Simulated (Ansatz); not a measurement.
# Decaying states in the gap of CsRb2Cl3, part 3 of 3

Aim: relax a made-up compound, CsRb2Cl3, and see how good a tunnel barrier it would be. It is built by putting Rb for Li in the CsLi2Cl3 structure of space group Immm, with the volume rescaled by atomic radii. The parent structure comes from the Materials Project.

Ansatz 0.2.0; r2SCAN DFT, plane waves, PAW files (the session's first sound run).

So far, gap on path (eV): step 3 (band edges, r2SCAN) 4.75; step 5 (r2SCAN norm-conserving, cutoff 930 eV) 4.75.

The structure was built from a prototype and need not be the compound's stable phase.

## Step 7: The same cell, other settings

This step: r2SCAN DFT, plane waves, PAW files; complex bands by layer matching along the plane's normal; changed: scf.mixing = {"algorithm": "anderson", "beta": 0.001, "ndim": 1}, scf.max_iter = 50 (Ansatz 0.2.0).

This run repeats an earlier one, its twin (the complex run, plane (001)), with four settings changed (scf.mixing.algorithm, scf.mixing.beta, scf.mixing.ndim, scf.max_iter; files written aside). The setting was drawn as a possible misstep, on purpose. Where the input is shown as a difference, that is against the step before, not the twin.

The input, input.yaml:

```yaml
crystal:
  lattice:
    - [4.517626943, 0.0, 0.0]
    - [0.0, 6.36704262, 0.0]
    - [2.258813472, 3.18352131, 8.328494652]
  atoms:
    - { symbol: Cs, position: [0.5, 0.5, 0.0] }
    - { symbol: Rb, position: [0.1868202895, 0.1868202895, 0.626359421] }
    - { symbol: Rb, position: [0.8131797105, 0.8131797105, 0.373640579] }
    - { symbol: Cl, position: [0.1727060037, 0.6727060037, 0.6545879926] }
    - { symbol: Cl, position: [0.8272939963, 0.3272939963, 0.3454120074] }
    - { symbol: Cl, position: [0.0, 0.0, 0.0] }
kpoints:
  mp_grid: { grid: [6, 6, 6] }
scf:
  occupations: { method: fixed }
  mixing: { algorithm: anderson, beta: 0.001, ndim: 1 }
  max_iter: 50
hamiltonian:
  xc: r2scan
output:
  eigenvalues: true
  transmission:
    leads: [[0, 0]]
    kpoints: [[0.0, 0.0], [0.5, 0.0]]
    e_range: [-1.0, 5.75]
    de: 0.17
```

On the command line:

```bash
ansatz run input.yaml --threads 2 --pin off --max-ram 4096MiB --backend cpu --events-out ev --progress --plain --runs-dir out
```

Numbers of over 12 decimals in the logs are rounded to 6 here.

Output:

```text
Engine: ansatz 0.2.0, x86_64-unknown-linux-gnu
Pseudopotentials: kind: paw
Pseudopotential: Cs, paw, valence charge 9, recommended cutoff 500 eV (meta_gga), Cs.paw.azcp
Pseudopotential: Rb, paw, valence charge 9, recommended cutoff 500 eV (meta_gga), Rb.paw.azcp
Pseudopotential: Cl, paw, valence charge 7, recommended cutoff 500 eV (meta_gga), Cl.paw.azcp
Functional definition: r2SCAN
  parameter k0 = 0.174
  parameter k1 = 0.065
  parameter a1 = 4.9479
  exchange = r2scan_x(k0 = k0, k1 = k1, a1 = a1)
  correlation = r2scan_c
Crystal: 6 atoms, lattice volume = 239.560 Å³
Basis set: ecut = 500 eV, 6093 PW (Γ), exchange–correlation on 144×192×288 points (64 copies of the dense FFT grid, shifted against one another)
Bands: 30, of which v1, the nominal top of the filled ones, is band 24 counted from 1 (23 counted from 0)
Symmetry: 8 space group operations
Space group: Immm (ITA 71), of the structure as read, at distance tolerance 6.2e-5 Å
k-points: 46 of 216
Non-local potential: Cs, projectors of the file, l = 0: 3, l = 1: 2, l = 2: 2, l = 3: 2
Non-local potential: Rb, projectors of the file, l = 0: 3, l = 1: 2, l = 2: 2
Non-local potential: Cl, projectors of the file, l = 0: 2, l = 1: 2, l = 2: 2
PAW form: soft (Blöchl's): semilocal exchange-correlation on the pseudo side does not see the compensation charge
PAW frozen core: Cs, regenerated for the run's functional (the file was generated under x = pbe(κ = 0.804, μ = 0.219515), c = pbe(β = 0.066725))
PAW frozen core: Rb, regenerated for the run's functional (the file was generated under x = pbe(κ = 0.804, μ = 0.219515), c = pbe(β = 0.066725))
PAW frozen core: Cl, regenerated for the run's functional (the file was generated under x = pbe(κ = 0.804, μ = 0.219515), c = pbe(β = 0.066725))
PAW one-centre angular grid: Cs, 302 points (default); XC on 160 Gauss nodes
PAW one-centre angular grid: Rb, 302 points (default); XC on 160 Gauss nodes
PAW one-centre angular grid: Cl, 302 points (default); XC on 160 Gauss nodes
Initial density: superposition of atomic densities (neutral atoms: chi_scale 0, normalization atom), corrected by the library's trained network
Initial wavefunctions: pseudopotential atomic-orbital guess
Functional: x = r2scan, c = r2scan; τ floored in thin density (d = 2e-4 eV/Å³)
SCF iter   1: F=—  HF=-15505.368727 eV  |F-HF|=—  |Δ(HF+E_count)|=         —  Δρ=3.59e-3  dr2=1.81e-2  dr2_τ=5.21e-3  ethr=1.77e-3  ⟨swp⟩=5.9  Hψ=5642  notcnv=0  defer=136
preconditioner: auto → Resta (q_TF=auto, 2.087 Å⁻¹)  ε∞=2.5  [insulator: Δε(μ)=4.830 eV  Ē_g=12.733 eV  n_scr=34 (ndim 1)  ℏωp=15.5 eV  f_vac=0.123  ε∞_Penn≈2.5]
SCF iter   2: F=—  HF=-15505.436805 eV  |F-HF|=—  |Δ(HF+E_count)|=   6.81e-2  Δρ=3.65e-3  dr2=1.80e-2  dr2_τ=5.27e-4  ethr=3.77e-5  ⟨swp⟩=3.2  Hψ=3144  notcnv=0  defer=184
SCF iter   3: F=—  HF=-15505.436852 eV  |F-HF|=—  |Δ(HF+E_count)|=   4.69e-5  Δρ=3.64e-3  dr2=1.79e-2  dr2_τ=6.78e-4  ethr=3.75e-5  ⟨swp⟩=2.0  Hψ=1401  notcnv=0  defer=184
SCF iter   4: F=—  HF=-15505.436844 eV  |F-HF|=—  |Δ(HF+E_count)|=   7.72e-6  Δρ=3.64e-3  dr2=1.78e-2  dr2_τ=6.85e-4  ethr=3.72e-5  ⟨swp⟩=1.0  Hψ=1309  notcnv=0  defer=105
SCF iter   5: F=—  HF=-15505.436837 eV  |F-HF|=—  |Δ(HF+E_count)|=   6.67e-6  Δρ=3.64e-3  dr2=1.78e-2  dr2_τ=6.84e-4  ethr=3.72e-5  ⟨swp⟩=1.0  Hψ=1309  notcnv=0  defer=87
SCF iter   6: F=—  HF=-15505.436826 eV  |F-HF|=—  |Δ(HF+E_count)|=   1.13e-5  Δρ=3.63e-3  dr2=1.78e-2  dr2_τ=6.83e-4  ethr=3.71e-5  ⟨swp⟩=1.0  Hψ=1309  notcnv=0  defer=80
SCF iter   7: F=—  HF=-15505.436817 eV  |F-HF|=—  |Δ(HF+E_count)|=   8.45e-6  Δρ=3.63e-3  dr2=1.77e-2  dr2_τ=6.82e-4  ethr=3.70e-5  ⟨swp⟩=1.0  Hψ=1309  notcnv=0  defer=75
SCF iter   8: F=—  HF=-15505.436807 eV  |F-HF|=—  |Δ(HF+E_count)|=   1.04e-5  Δρ=3.62e-3  dr2=1.77e-2  dr2_τ=6.81e-4  ethr=3.69e-5  ⟨swp⟩=1.0  Hψ=1309  notcnv=0  defer=73
SCF iter   9: F=—  HF=-15505.436799 eV  |F-HF|=—  |Δ(HF+E_count)|=   7.93e-6  Δρ=3.62e-3  dr2=1.76e-2  dr2_τ=6.80e-4  ethr=3.68e-5  ⟨swp⟩=1.0  Hψ=1309  notcnv=0  defer=72
[...]
SCF iter  44: F=—  HF=-15505.436517 eV  |F-HF|=—  |Δ(HF+E_count)|=   5.98e-6  Δρ=3.49e-3  dr2=1.63e-2  dr2_τ=6.38e-4  ethr=3.41e-5  ⟨swp⟩=1.0  Hψ=1309  notcnv=0  defer=71
SCF iter  45: F=—  HF=-15505.436510 eV  |F-HF|=—  |Δ(HF+E_count)|=   7.18e-6  Δρ=3.49e-3  dr2=1.63e-2  dr2_τ=6.36e-4  ethr=3.40e-5  ⟨swp⟩=1.0  Hψ=1309  notcnv=0  defer=71
SCF iter  46: F=—  HF=-15505.436506 eV  |F-HF|=—  |Δ(HF+E_count)|=   4.47e-6  Δρ=3.49e-3  dr2=1.62e-2  dr2_τ=6.35e-4  ethr=3.39e-5  ⟨swp⟩=1.0  Hψ=1309  notcnv=0  defer=71
SCF iter  47: F=—  HF=-15505.436496 eV  |F-HF|=—  |Δ(HF+E_count)|=   9.90e-6  Δρ=3.48e-3  dr2=1.62e-2  dr2_τ=6.34e-4  ethr=3.38e-5  ⟨swp⟩=1.0  Hψ=1309  notcnv=0  defer=71
SCF iter  48: F=—  HF=-15505.436527 eV  |F-HF|=—  |Δ(HF+E_count)|=   3.16e-5  Δρ=3.48e-3  dr2=1.62e-2  dr2_τ=6.33e-4  ethr=3.38e-5  ⟨swp⟩=11.3  Hψ=6368  notcnv=0
SCF iter  49: F=—  HF=-15505.436519 eV  |F-HF|=—  |Δ(HF+E_count)|=   8.83e-6  Δρ=3.48e-3  dr2=1.61e-2  dr2_τ=6.32e-4  ethr=3.37e-5  ⟨swp⟩=1.0  Hψ=2873  notcnv=0
SCF iter  50: F=—  HF=-15505.436510 eV  |F-HF|=—  |Δ(HF+E_count)|=   8.82e-6  Δρ=3.47e-3  dr2=1.61e-2  dr2_τ=6.31e-4  ethr=3.36e-5  ⟨swp⟩=1.0  Hψ=2873  notcnv=0
Error: did not converge after 50 iterations: dr2 = 1.61e-2 (threshold 1.00e-7), under the density mixer `anderson`; at k-index 0, counted from 0 in this SCF's own list of k-points, the highest band that the last eigensolve's fill by count filled, 0.890390 eV, and the lowest that it left empty, 5.638355 eV, lay 4.748e0 eV apart, the closest at any k-point: where those lie closer than the levels still move from one iteration to the next, and no symmetry of the run holds them equal, such a fill need not settle, and opposed starting moments at zero total moment, or else a narrow smearing, may settle it (`scf.occupations.method`, Limitations, in the input reference); [rest of the remark cut]
```

The job ended after 44 s (2 threads of Intel Xeon 6975P-C (Granite Rapids), shared host; peak memory 1.1 GiB).

Residual by cycle:

cycle, log10 residual and a bar from the least value:
```
        1       -1.7 ##############################
        5       -1.7 ##########################
       10       -1.8 #######################
       14       -1.8 #####################
       19       -1.8 ##################
       23       -1.8 ###############
       28       -1.8 #############
       32       -1.8 ##########
       37       -1.8 #######
       41       -1.8 #####
       46       -1.8 ##
       50       -1.8
```

No converged result was reached; the numbers in the log don't describe the system.

After 50 cycles the residual stands at 0.016, against 0.017 at cycle 26 and a least value of 0.016. The cap of 50 cycles in the input ended the loop.

The program's message: “Error: did not converge after 50 iterations: dr2 = 1.61e-2 (threshold 1.00e-7), under the density mixer `anderson`; at k-index 0, counted from 0 in this SCF's own list of k-points, the highest band th …”

The fault put into the input: mixing far too weak (scf.mixing).

## Step 8: What came out

* band gap: 4.75 eV
* least decay constant at mid-gap, normal to (001): 0.414 Å⁻¹

**Reading.** With r2SCAN, the slowest decay at the wavevectors tried is κ = 0.414 Å⁻¹, normal to (001). Through such a film the transmission near mid-gap falls as exp(−2κd), a factor of ten every 2.8 Å. A free electron under a barrier of half the gap would need a mass of 0.28 mₑ to decay at this rate. The compound is made up by substitution; its stability against other phases and against distortions of the cell's symmetry was not tested. r2SCAN still narrows gaps, if less than LDA and GGA do, so real decay constants are likely larger.

[Logs are printed without paths, hosts, clocks, repeated set-up lines and the standing remarks that a program may print on its own settings, such as how far it seeks lower states.]

[Hosts, paths, dates, database ids (printed as entryN), source tags and the programs' standing remarks are cut or masked in the printed files.]
